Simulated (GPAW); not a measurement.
# STM contrast on 2H-VSeTe monolayer

Wanted: filled- and empty-state images of 2H-VSeTe monolayer, with its work function.

Method: GPAW, PAW setups; layer in a repeated cell with vacuum, relaxation of atoms and in-plane cell, in the first sound run; inputs show where later runs differ, in GPAW 26.7.0.

## 1. The starting structure

The cell holds 3 atoms: 1 Te, 1 V and 1 Se. Its edges and angles: a = 3.465 Å, b = 3.465 Å, c = 21.582 Å, α = 90.0°, β = 90.0°, γ = 120.0°. Vacuum lies along c.

## 2. Relaxation

Forces are removed first; all later runs use this geometry.

run.py

```python
import json
import numpy as np
from ase import Atoms
from ase.filters import FrechetCellFilter
from ase.optimize import BFGS
from gpaw import GPAW, PW

slab = Atoms(
    ['Te', 'V', 'Se'],
    positions=[
        [-0.00000, 2.00052, 9.00000],
        [0.00000, 0.00000, 10.92605],
        [-0.00000, 2.00052, 12.58205]],
    cell=[[3.465, 0.0, 0.0], [-1.7325, 3.00078, 0.0], [0.0, 0.0, 21.582]],
    pbc=[True, True, True],
    magmoms=[0.0, 1.0, 0.0])

slab.calc = GPAW(mode=PW(600), xc='PBE', kpts={'size': (9, 9, 1), 'gamma': True},
                 occupations={'name': 'fermi-dirac', 'width': 0.05}, nbands='160%',
                 convergence={'density': 1e-05}, maxiter=200,
                 symmetry={'tolerance': 1e-3}, txt='slab.txt')
result = {}
# The in-plane cell is free; stress needs a cell that repeats along all three vectors
path = []
opt = BFGS(FrechetCellFilter(slab, mask=[1, 1, 0, 0, 0, 1]), maxstep=0.2)
opt.attach(lambda: path.append((slab.get_potential_energy(), slab.positions.tolist(), slab.get_forces().tolist())))
result['relaxed'] = bool(opt.run(fmax=0.02, steps=45))
result['path'] = path
result['cell'] = slab.cell.tolist()
print('in-plane lattice', slab.cell.cellpar().round(4)[[0, 1, 5]])
energy = slab.get_potential_energy()
fermi = slab.calc.get_fermi_level()
v = slab.calc.get_electrostatic_potential().mean((0, 1)) - fermi
n = slab.calc.get_pseudo_density().mean((0, 1))
L = slab.cell[2, 2]
z = np.arange(len(v)) * L / len(v)
low, high = slab.positions[:, 2].min(), slab.positions[:, 2].max()
below, above = np.interp([low - 6.8, high + 6.8], z, v)
slopes = [np.interp(x, z, np.gradient(v, z)) for x in (low - 6.8, high + 6.8)]
eps = np.array([[slab.calc.get_eigenvalues(k, s) for k in range(len(slab.calc.get_ibz_k_points()))]
                for s in range(slab.calc.get_number_of_spins())]) - fermi
top, bottom = eps[eps < 0].max(), eps[eps > 0].min()
dipole = slab.get_dipole_moment()[2]
print(f'energy {energy:.4f} eV, Fermi level {fermi:.4f} eV, dipole {dipole:.5f} e A')
print(f'potential 6.8 A off the faces, from the Fermi level: lower {below:.4f} eV, upper {above:.4f} eV')
print(f'slope of the potential there: lower {slopes[0]:.5f}, upper {slopes[1]:.5f} eV/A')
print(f'nearest levels on the mesh: {top:.4f} and {bottom:.4f} eV')
print('magnetic moment', round(slab.get_magnetic_moment(), 3))
result.update(energy=energy, fermi=fermi, dipole=dipole, below=below, above=above, slopes=slopes, edges=[top, bottom],
              z=z.tolist(), v=v.tolist(), n=n.tolist(), positions=slab.positions.tolist(),
              forces=slab.get_forces(apply_constraint=False).tolist(), moments=slab.get_magnetic_moments().tolist())
json.dump(result, open('result.json', 'w'))
```

Run with:

```bash
$ OMP_NUM_THREADS=1 OPENBLAS_NUM_THREADS=1 python run.py
```

Output:

```text
Step          Energy          fmax
BFGS:    0      -16.574267        1.461825
BFGS:    1      -16.620207        1.217644
BFGS:    2      -16.714444        0.470186
BFGS:    3      -16.720491        0.252603
BFGS:    4      -16.724324        0.167555
BFGS:    5      -16.727784        0.115669
BFGS:    6      -16.728802        0.128071
BFGS:    7      -16.730018        0.084307
BFGS:    8      -16.730620        0.049651
BFGS:    9      -16.730788        0.011980
in-plane lattice [  3.4742   3.4742 120.    ]
energy -16.7285 eV, Fermi level -1.4747 eV, dipole -0.03792 e A
potential 6.8 A off the faces, from the Fermi level: lower 5.0005 eV, upper 5.1409 eV
slope of the potential there: lower -0.03017, upper -0.03029 eV/A
nearest levels on the mesh: -0.0469 and 0.0898 eV
magnetic moment 0.974
```

The job ended after 20 min (1 thread of Arm Neoverse N1, shared host; peak memory 0.47 GiB).

Numbers from this step:

| Item | Value |
| --- | --- |
| dipole along the normal | -0.03792 e·Å |
| levels nearest the Fermi level on the mesh | -0.04689, 0.08980 eV from the Fermi level |
| site moments | -0.06715, 0.9300, -0.02834 μB |
| sum of the site moments | 0.8345 μB |

Table of electrostatic potential energy of an electron (without an applied field's), less the Fermi level, planar mean by z:

z (Å), electrostatic potential energy of an electron (without an applied field's), less the Fermi level, planar mean (eV) and a bar from the least value:
```
      0.0        5.1 ##############################
      0.5        5.1 ##############################
      1.0        5.0 ##############################
      1.5        5.0 ##############################
      2.0        5.0 ##############################
      2.5        5.0 ##############################
      3.0        5.0 ##############################
      3.5        5.0 ##############################
      4.0        4.9 ##############################
      4.5        4.9 ##############################
      5.0        4.9 ##############################
      5.5        4.9 ##############################
      6.0        4.9 ##############################
      6.5        4.8 ##############################
      7.0        4.7 #############################
      7.5        4.1 #############################
      8.0        1.7 ##########################
      8.5       -6.4 ################
      9.0      -20.6 
      9.5      -13.5 ########
     10.0       -3.4 ####################
     10.5       -6.5 ################
     11.0      -11.8 ##########
     11.5       -5.7 #################
     12.0       -8.4 ##############
     12.5      -17.6 ###
     13.0       -3.7 ####################
     13.5        3.2 ############################
     14.0        4.8 ##############################
     14.5        5.2 ##############################
     15.0        5.2 ##############################
     15.5        5.2 ##############################
     16.0        5.2 ##############################
     16.5        5.2 ##############################
     17.0        5.2 ##############################
     17.5        5.2 ##############################
     18.0        5.2 ##############################
     18.5        5.2 ##############################
     19.0        5.1 ##############################
     19.5        5.1 ##############################
     20.0        5.1 ##############################
     20.5        5.1 ##############################
     21.0        5.1 ##############################
```

Pseudo valence density, planar mean against z:

```
z (Å)  pseudo valence density, planar mean (e/Å³)
  5.5                                      1.2e-4
  6.0                                      5.0e-4
  6.5                                     0.00205
  7.0                                     0.00841
  7.5                                      0.0340
  8.0                                       0.123
  8.5                                       0.292
  9.0                                       0.133
  9.5                                       0.324
 10.0                                       0.314
 10.5                                       0.575
 11.0                                        1.38
 11.5                                       0.503
 12.0                                       0.418
 12.5                                       0.223
 13.0                                       0.308
 13.5                                       0.104
 14.0                                      0.0240
 14.5                                     0.00526
 15.0                                     0.00120
 15.5                                      2.8e-4
 16.0                                      6.6e-5
```

Site moment by atom:

```
atom  site moment (μB)
 Te1            -0.067
  V2             0.930
 Se3            -0.028
```

The relaxation lowered the energy of the cell by 0.157 eV (energies extrapolated to zero smearing; the optimiser's log prints free energies). The largest force left on a free atom is 0.012 eV/Å.

## 3. Plane waves, PBE

With the geometry fixed, the planar mean of the potential gives the vacuum level on each side.

This step: GPAW, PAW setups; slab in vacuum (GPAW 26.7.0).

The cell differs from the one that the last finished run ended in (c 21.582 → 21.339 Å).

run.py

```python
import json
import numpy as np
from ase import Atoms
from ase.dft.stm import STM
from gpaw import GPAW, PW

slab = Atoms(
    ['Te', 'V', 'Se'],
    positions=[
        [-0.00000, 2.00586, 9.00000],
        [0.00000, -0.00000, 10.83901],
        [-0.00000, 2.00586, 12.33867]],
    cell=[[3.47424, -0.0, 0.0], [-1.73712, 3.00878, 0.0], [0.0, 0.0, 21.3387]],
    pbc=[True, True, False],
    magmoms=[0.0, 1.0, 0.0])

slab.calc = GPAW(mode=PW(400), xc='PBE', kpts={'size': (9, 9, 1), 'gamma': True},
                 occupations={'name': 'fermi-dirac', 'width': 0.05}, nbands='160%',
                 convergence={'density': 1e-05}, maxiter=200,
                 poissonsolver={'dipolelayer': 'xy'},
                 symmetry={'tolerance': 1e-3}, txt='slab.txt')
result = {}
energy = slab.get_potential_energy()
fermi = slab.calc.get_fermi_level()
v = slab.calc.get_electrostatic_potential().mean((0, 1)) - fermi
n = slab.calc.get_pseudo_density().mean((0, 1))
L = slab.cell[2, 2]
z = np.arange(len(v)) * L / len(v)
low, high = slab.positions[:, 2].min(), slab.positions[:, 2].max()
below, above = np.interp([low - 6.8, high + 6.8], z, v)
slopes = [np.interp(x, z, np.gradient(v, z)) for x in (low - 6.8, high + 6.8)]
eps = np.array([[slab.calc.get_eigenvalues(k, s) for k in range(len(slab.calc.get_ibz_k_points()))]
                for s in range(slab.calc.get_number_of_spins())]) - fermi
top, bottom = eps[eps < 0].max(), eps[eps > 0].min()
dipole = slab.get_dipole_moment()[2]
print(f'energy {energy:.4f} eV, Fermi level {fermi:.4f} eV, dipole {dipole:.5f} e A')
print(f'potential 6.8 A off the faces, from the Fermi level: lower {below:.4f} eV, upper {above:.4f} eV')
print(f'slope of the potential there: lower {slopes[0]:.5f}, upper {slopes[1]:.5f} eV/A')
print(f'nearest levels on the mesh: {top:.4f} and {bottom:.4f} eV')
print('magnetic moment', round(slab.get_magnetic_moment(), 3))
result.update(energy=energy, fermi=fermi, dipole=dipole, below=below, above=above, slopes=slopes, edges=[top, bottom],
              z=z.tolist(), v=v.tolist(), n=n.tolist(), positions=slab.positions.tolist(),
              forces=slab.get_forces(apply_constraint=False).tolist(), moments=slab.get_magnetic_moments().tolist())

# Images need the states of the whole zone, up to time reversal
slab.calc = slab.calc.fixed_density(symmetry={'point_group': False}, txt='states.txt', nbands='280%',
                                    convergence={'bands': 'CBM+2.3'})
stm = STM(slab)
result['stm'] = []
for bias in [-1.5, 2.0]:
    height = high + 3.0
    current = stm.get_averaged_current(bias, height)
    x, y, h = stm.scan(bias, current)
    i, f = divmod(height / L * stm.ldos.shape[2], 1)
    I = abs((1 - f) * stm.ldos[:, :, int(i)] + f * stm.ldos[:, :, int(i) + 1])
    print(f'bias {bias} V: mean current at 3.0 A {current:.4e}, corrugation {np.ptp(h):.4f} A')
    result['stm'].append(dict(bias=bias, current=current, h=(h - high).tolist(), I=I.tolist()))
json.dump(result, open('result.json', 'w'))
```

Output:

```text
energy -16.6900 eV, Fermi level -1.4350 eV, dipole -0.02773 e A
potential 6.8 A off the faces, from the Fermi level: lower 4.8352 eV, upper 5.3118 eV
slope of the potential there: lower 0.00006, upper -0.00004 eV/A
nearest levels on the mesh: -0.0445 and 0.0880 eV
magnetic moment 0.973
bias -1.5 V: mean current at 3.0 A 1.5758e-04, corrugation 0.6738 A
bias 2.0 V: mean current at 3.0 A 2.4593e-04, corrugation 0.2312 A
```

Run time: 6.9 min. Hardware: 1 thread; peak memory 0.51 GiB.

This step gave:

```
dipole along the normal                    : -0.02773 e·Å
levels nearest the Fermi level on the mesh : -0.04449, 0.08805 eV from the Fermi level
upper work function                        : 5.312 eV
lower work function                        : 4.835 eV
site moments                               : -0.06691, 0.9277, -0.02811 μB
corrugation -1.5                           : 0.6738 Å
corrugation 2                              : 0.2312 Å
sum of the site moments                    : 0.8327 μB
```

Table of electrostatic potential energy of an electron (without an applied field's), less the Fermi level, planar mean by z:

| z (Å) | electrostatic potential energy of an electron (without an applied field's), less the Fermi level, planar mean (eV) |
| --- | --- |
| 0 | 5.07 |
| 1 | 4.84 |
| 2 | 4.84 |
| 3 | 4.84 |
| 4 | 4.84 |
| 5 | 4.83 |
| 6 | 4.82 |
| 7 | 4.57 |
| 8 | 0.686 |
| 9 | -21.4 |
| 10 | -3.11 |
| 11 | -11.0 |
| 12 | -11.3 |
| 13 | -1.34 |
| 14 | 4.97 |
| 15 | 5.29 |
| 16 | 5.31 |
| 17 | 5.31 |
| 18 | 5.31 |
| 19 | 5.31 |
| 20 | 5.31 |
| 21 | 5.28 |

Table of pseudo valence density, planar mean by z:

```
z (Å)  pseudo valence density, planar mean (e/Å³)
 0.00                                           0
 0.64                                           0
 1.07                                           0
 1.71                                           0
 2.35                                           0
 2.77                                           0
 3.41                                      1.5e-6
 4.05                                      1.9e-6
 4.48                                      8.7e-6
 5.12                                      6.1e-5
 5.76                                      3.5e-4
 6.19                                     0.00115
 6.83                                     0.00693
 7.47                                      0.0411
 7.90                                       0.123
 8.54                                       0.305
 9.18                                       0.180
 9.60                                       0.363
10.24                                       0.376
10.88                                        1.43
11.52                                       0.408
11.95                                       0.421
12.59                                       0.314
13.23                                       0.156
13.66                                      0.0477
14.30                                     0.00691
14.94                                     0.00101
15.36                                      2.9e-4
16.00                                      4.7e-5
16.64                                      6.0e-6
17.07                                           0
17.71                                           0
18.35                                           0
18.78                                           0
19.42                                           0
20.06                                           0
20.49                                           0
21.13                                           0
```

Tip height over the top atom over a1 and a2. Sample bias -1.5 V, constant current at the mean current 3.0 Å over the top atom.

Values in Å, 12 rows by 16 columns, each cell a mean:
```
2.63 2.73 2.84 2.94 3.01 3.07 3.11 3.13 3.13 3.11 3.05 2.99 2.91 2.81 2.70 2.62
2.76 2.86 2.96 3.04 3.11 3.16 3.18 3.19 3.17 3.14 3.08 3.00 2.92 2.81 2.73 2.70
2.90 2.99 3.07 3.14 3.19 3.21 3.22 3.21 3.19 3.15 3.07 2.99 2.90 2.82 2.78 2.81
2.98 3.06 3.14 3.19 3.22 3.23 3.23 3.22 3.18 3.13 3.05 2.97 2.88 2.82 2.82 2.89
3.04 3.12 3.17 3.21 3.22 3.22 3.21 3.19 3.14 3.07 2.99 2.92 2.85 2.84 2.89 2.96
3.07 3.13 3.17 3.19 3.20 3.20 3.18 3.14 3.07 3.00 2.93 2.86 2.83 2.85 2.92 2.99
3.05 3.10 3.13 3.14 3.14 3.12 3.08 3.04 2.97 2.91 2.84 2.81 2.81 2.86 2.93 2.99
3.01 3.03 3.05 3.05 3.04 3.02 2.99 2.95 2.89 2.83 2.79 2.79 2.81 2.85 2.91 2.96
2.92 2.93 2.94 2.93 2.92 2.90 2.88 2.85 2.82 2.81 2.80 2.80 2.82 2.84 2.87 2.90
2.81 2.81 2.81 2.81 2.82 2.82 2.83 2.84 2.86 2.86 2.86 2.85 2.84 2.82 2.82 2.81
2.66 2.66 2.69 2.74 2.80 2.85 2.90 2.94 2.96 2.96 2.95 2.92 2.87 2.81 2.76 2.70
2.57 2.61 2.70 2.80 2.88 2.95 2.99 3.03 3.04 3.03 3.00 2.96 2.90 2.81 2.72 2.62
```
Columns: a1 from 0 to 0.944; rows upwards: a2 from 0 to 0.944.

[end of part 1 of 2]

[Logs are printed without paths, hosts, clocks, repeated set-up lines and the standing remarks that a program may print on its own settings, such as how far it seeks lower states.]

[Hosts, paths, dates, database ids (printed as entryN), source tags and the programs' standing remarks are cut or masked in the printed files.]
